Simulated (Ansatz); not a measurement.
**Na on Cu(111): change of the work function**

Aim: the work function of Cu(111) at several coverages of Na (fcc site), and the dipole that each adsorbate carries.

Calculated with Ansatz 0.2.0; plane-wave DFT, PBE, Ansatz PAW.

This is a report of a sequence of runs, with the program logs left out and the cost of each run kept.

## Step 1: The starting structure

The cell holds 4 atoms: 4 Cu. Its edges and angles: a = 2.553 Å, b = 2.553 Å, c = 24.253 Å, α = 90.0°, β = 90.0°, γ = 60.0°. Vacuum lies along c.

## Step 2: The clean slab

The bare slab comes first, as the zero from which every change is counted. The two lowest layers are held at bulk places and the upper ones relax. The dipole correction removes the false field that a one-sided slab makes across the periodic vacuum, so each face gets a flat vacuum level of its own.

The input, input.yaml:

```yaml
crystal:
  lattice:
    - [2.5526554801, 0.0, 0.0]
    - [1.27632774, 2.2106644929, 0.0]
    - [0.0, 0.0, 24.2527034153]
  atoms:
    - { symbol: Cu, position: [0.0, 0.0, 0.3710926508] }
    - { symbol: Cu, position: [0.3333333333, 0.3333333333, 0.4570308836] }
    - { symbol: Cu, position: [0.6666666667, 0.6666666667, 0.5429691164] }
    - { symbol: Cu, position: [0.0, 0.0, 0.6289073492] }
kpoints:
  mp_grid: { grid: [12, 12, 1] }
hamiltonian:
  xc: pbe
scf:
  occupations: { method: fermi_dirac, width: 0.1 }
  convergence: { dr2_threshold: 1.0e-08 }
efield:
  axis: 3
  dipole_correction: true
  ramp_position: 0.97
  ramp_width: 0.06
relax:
  f_tol: 0.02
  max_steps: 60
  constraints: [{ sites: [0, 1] }]
output:
  write_potential: true
  write_density: true
  volumetric_format: npy
```

Launch:

```sh
$ ansatz run input.yaml --threads 4 --pin off --max-ram 16384MiB --backend cpu --events-out ev --progress --plain --runs-dir out
```

The job ended after 4.8 s (4 threads of Arm Neoverse V1, shared host; peak memory 0.47 GiB).

Hardly anything moved in the relaxation; the energy changed by under 0.2 meV an atom.

Numbers from this step:

| Property | Result |
| --- | --- |
| energy at zero smearing | -26499.7681 eV |
| work function, upper face | 4.786 eV |
| dipole along the normal | -2.12e-6 e·Å |

Running mean over 2.084 Å of the planar mean; the ramp of the sawtooth is left out. The electron's electrostatic potential energy less the Fermi level by z:

```
z (Å)  electron's electrostatic potential energy less the Fermi level (eV)
  3.0                                                                 4.79
  3.5                                                                 4.79
  4.0                                                                 4.79
  4.5                                                                 4.78
  5.0                                                                 4.78
  5.5                                                                 4.77
  6.0                                                                 4.73
  6.5                                                                 4.60
  7.0                                                                 4.11
  7.5                                                                 2.00
  8.0                                                                -2.75
  8.5                                                                -7.12
  9.0                                                                -8.54
  9.5                                                                -8.74
 10.0                                                                -8.78
 10.5                                                                -8.81
 11.0                                                                -8.83
 11.5                                                                -8.82
 12.0                                                                -8.81
 12.5                                                                -8.81
 13.0                                                                -8.82
 13.5                                                                -8.82
 14.0                                                                -8.79
 14.5                                                                -8.76
 15.0                                                                -8.69
 15.5                                                                -8.16
 16.0                                                                -5.25
 16.5                                                               -0.203
 17.0                                                                 3.41
 17.5                                                                 4.43
 18.0                                                                 4.68
 18.5                                                                 4.76
 19.0                                                                 4.78
 19.5                                                                 4.78
 20.0                                                                 4.79
 20.5                                                                 4.79
 21.0                                                                 4.79
```

The work function of the upper face is 4.79 eV.

## Step 3: The covered slab, k-mesh 4×4×1, coverage 0.111 ML

System of this step: Na/Cu(111). The cell holds 37 atoms: 36 Cu and 1 Na. Cell: a = 7.658 Å, b = 7.658 Å, c = 26.945 Å, α = 90.0°, β = 90.0°, γ = 60.0°. Vacuum lies along c.

The clean slab as it ended is repeated in the plane and the adsorbate is set on one face; the cell's size fixes the coverage, and the k-mesh shrinks with it to keep the sampling density about even. Adsorbate and upper layers relax, since the dipole depends on the height.

The input, input.yaml:

```yaml
crystal:
  lattice:
    - [7.6579664403, 1.0e-10, 0.0]
    - [3.8289832201, 6.6319934787, 0.0]
    - [0.0, 0.0, 26.9451372026]
  atoms:
    - { symbol: Cu, position: [0.0, 0.0, 0.3340120309] }
    - { symbol: Cu, position: [0.1111111111, 0.1111111111, 0.4113630741] }
    - { symbol: Cu, position: [0.2222222222, 0.2222222222, 0.4887141173] }
    - { symbol: Cu, position: [0.0, 0.0, 0.5660651605] }
    - { symbol: Cu, position: [0.0, 0.3333333333, 0.3340120309] }
    - { symbol: Cu, position: [0.1111111111, 0.4444444444, 0.4113630741] }
    - { symbol: Cu, position: [0.2222222222, 0.5555555556, 0.4887141173] }
    - { symbol: Cu, position: [0.0, 0.3333333333, 0.5660651605] }
    - { symbol: Cu, position: [0.0, 0.6666666667, 0.3340120309] }
    - { symbol: Cu, position: [0.1111111111, 0.7777777778, 0.4113630741] }
    - { symbol: Cu, position: [0.2222222222, 0.8888888889, 0.4887141173] }
    - { symbol: Cu, position: [0.0, 0.6666666667, 0.5660651605] }
    - { symbol: Cu, position: [0.3333333333, 0.0, 0.3340120309] }
    - { symbol: Cu, position: [0.4444444444, 0.1111111111, 0.4113630741] }
    - { symbol: Cu, position: [0.5555555556, 0.2222222222, 0.4887141173] }
    - { symbol: Cu, position: [0.3333333333, 0.0, 0.5660651605] }
    - { symbol: Cu, position: [0.3333333333, 0.3333333333, 0.3340120309] }
    - { symbol: Cu, position: [0.4444444444, 0.4444444444, 0.4113630741] }
    - { symbol: Cu, position: [0.5555555556, 0.5555555556, 0.4887141173] }
    - { symbol: Cu, position: [0.3333333333, 0.3333333333, 0.5660651605] }
    - { symbol: Cu, position: [0.3333333333, 0.6666666667, 0.3340120309] }
    - { symbol: Cu, position: [0.4444444444, 0.7777777778, 0.4113630741] }
    - { symbol: Cu, position: [0.5555555556, 0.8888888889, 0.4887141173] }
    - { symbol: Cu, position: [0.3333333333, 0.6666666667, 0.5660651605] }
    - { symbol: Cu, position: [0.6666666667, 0.0, 0.3340120309] }
    - { symbol: Cu, position: [0.7777777778, 0.1111111111, 0.4113630741] }
    - { symbol: Cu, position: [0.8888888889, 0.2222222222, 0.4887141173] }
    - { symbol: Cu, position: [0.6666666667, 0.0, 0.5660651605] }
    - { symbol: Cu, position: [0.6666666667, 0.3333333333, 0.3340120309] }
    - { symbol: Cu, position: [0.7777777778, 0.4444444444, 0.4113630741] }
    - { symbol: Cu, position: [0.8888888889, 0.5555555556, 0.4887141173] }
    - { symbol: Cu, position: [0.6666666667, 0.3333333333, 0.5660651605] }
    - { symbol: Cu, position: [0.6666666667, 0.6666666667, 0.3340120309] }
    - { symbol: Cu, position: [0.7777777778, 0.7777777778, 0.4113630741] }
    - { symbol: Cu, position: [0.8888888889, 0.8888888889, 0.4887141173] }
    - { symbol: Cu, position: [0.6666666667, 0.6666666667, 0.5660651605] }
    - { symbol: Na, position: [0.1111111111, 0.1111111111, 0.6659879691] }
kpoints:
  mp_grid: { grid: [4, 4, 1] }
hamiltonian:
  xc: pbe
scf:
  occupations: { method: fermi_dirac, width: 0.1 }
  convergence: { dr2_threshold: 1.0e-08 }
efield:
  axis: 3
  dipole_correction: true
  ramp_position: 0.97
  ramp_width: 0.06
relax:
  f_tol: 0.02
  max_steps: 60
  constraints:
    - { sites: [0, 1, 4, 5, 8, 9, 12, 13, 16, 17, 20, 21, 24, 25, 28, 29, 32, 33] }
output:
  write_potential: true
  write_density: true
  volumetric_format: npy
```

It took 14 min on 4 threads; peak memory 9.8 GiB; 42 min of CPU time.

The steps of the relaxation:

```
step  energy less that of the first step (eV)  largest force component (eV/Å)
   1                                   0.0000                          0.5316
   2                                  -0.0471                          0.3788
   3                                  -0.0792                          0.1612
   4                                  -0.0841                          0.0511
   5                                  -0.0849                          0.0017
```

The run keeps the 6 symmetry operations that the program found, so distortions that break them were not tested.

The atoms that moved most (Å):

```
atom      dx      dy      dz  length
Na37   0.000   0.000  -0.291   0.291
 Cu4  -0.006  -0.004  -0.036   0.037
 Cu8   0.000   0.007  -0.036   0.037
Cu16   0.006  -0.004  -0.036   0.037
Cu20  -0.006  -0.004   0.020   0.021
Cu24   0.000   0.007   0.020   0.021
Cu32   0.006  -0.004   0.020   0.021
Cu27  -0.004   0.002  -0.019   0.020
```

The relaxed structure:

```
Cu Na
1.0
     7.65797    0.00000    0.00000
     3.82898    6.63199    0.00000
     0.00000    0.00000   26.94514
Cu Na
36 1
Cartesian
  0.0000 0.0000 9.0000
  1.2763 0.7369 11.0842
  2.5562 1.4758 13.1494
  -0.0062 -0.0036 15.2164
  1.2763 2.2107 9.0000
  2.5527 2.9476 11.0842
  3.8299 3.6839 13.1781
  1.2763 2.2179 15.2164
  2.5527 4.4213 9.0000
  3.8290 5.1582 11.0842
  5.1053 5.8910 13.1494
  2.5521 4.4216 15.2625
  2.5527 0.0000 9.0000
  3.8290 0.7369 11.0842
  5.1053 1.4749 13.1781
  2.5589 -0.0036 15.2164
  3.8290 2.2107 9.0000
  5.1053 2.9476 11.0842
  6.3807 3.6839 13.1781
  3.8227 2.2071 15.2725
  5.1053 4.4213 9.0000
  6.3816 5.1582 11.0842
  7.6614 5.8931 13.1615
  5.1053 4.4285 15.2725
  5.1053 0.0000 9.0000
  6.3816 0.7369 11.0842
  7.6544 1.4758 13.1494
  5.1053 -0.0006 15.2625
  6.3816 2.2107 9.0000
  7.6580 2.9476 11.0842
  8.9343 3.6884 13.1615
  6.3879 2.2071 15.2725
  7.6580 4.4213 9.0000
  8.9343 5.1582 11.0842
  10.2072 5.8931 13.1615
  7.6585 4.4216 15.2625
  1.2763 0.7369 17.6537
```

Numbers from this step:

```yaml
energy_at_zero_smearing: -239985.0664 eV
work_function_upper_face: 2.413 eV
work_function_lower_face: 4.764 eV
dipole_along_the_normal: 0.6599 e·Å
step_between_the_vacuum_levels: -2.351 eV
```

Running mean over 2.084 Å of the planar mean; the ramp of the sawtooth is left out. Table of electron's electrostatic potential energy less the Fermi level by z:

```
z (Å)  electron's electrostatic potential energy less the Fermi level (eV)
  3.5                                                                 4.76
  4.0                                                                 4.76
  4.5                                                                 4.76
  5.0                                                                 4.76
  5.5                                                                 4.75
  6.0                                                                 4.71
  6.5                                                                 4.57
  7.0                                                                 4.08
  7.5                                                                 1.97
  8.0                                                                -2.78
  8.5                                                                -7.13
  9.0                                                                -8.58
  9.5                                                                -8.77
 10.0                                                                -8.80
 10.5                                                                -8.83
 11.0                                                                -8.85
 11.5                                                                -8.86
 12.0                                                                -8.87
 12.5                                                                -8.86
 13.0                                                                -8.84
 13.5                                                                -8.83
 14.0                                                                -8.78
 14.5                                                                -8.76
 15.0                                                                -8.71
 15.5                                                                -8.21
 16.0                                                                -5.52
 16.5                                                                -1.04
 17.0                                                                 1.76
 17.5                                                                 2.15
 18.0                                                                 2.00
 18.5                                                                 1.99
 19.0                                                                 2.24
 19.5                                                                 2.36
 20.0                                                                 2.39
 20.5                                                                 2.40
 21.0                                                                 2.41
 21.5                                                                 2.41
 22.0                                                                 2.41
 22.5                                                                 2.41
 23.0                                                                 2.41
 23.5                                                                 2.41
```

The relaxation took 5 steps and lowered the energy by 0.085 eV; the largest force on the free atoms ends at 0.0017 eV/Å.

The covered face has 2.41 eV, -2.37 eV against the clean one; the bare back face has moved by -0.02 eV, a measure of how thin the slab is.

(Continued in part 2 of 2.)

[Long decimals in the printed logs are rounded to 6 places.]

[Logs are printed without paths, hosts, clocks, repeated set-up lines and the standing remarks that a program may print on its own settings, such as how far it seeks lower states.]

[Hosts, paths, dates, database ids (printed as entryN), source tags and the programs' standing remarks are cut or masked in the printed files.]

[Maps of the electrostatic potential energy from Ansatz leave out the sawtooth potential of an applied field or a dipole correction, so their vacuum need not be flat; planar profiles and work functions include it.]
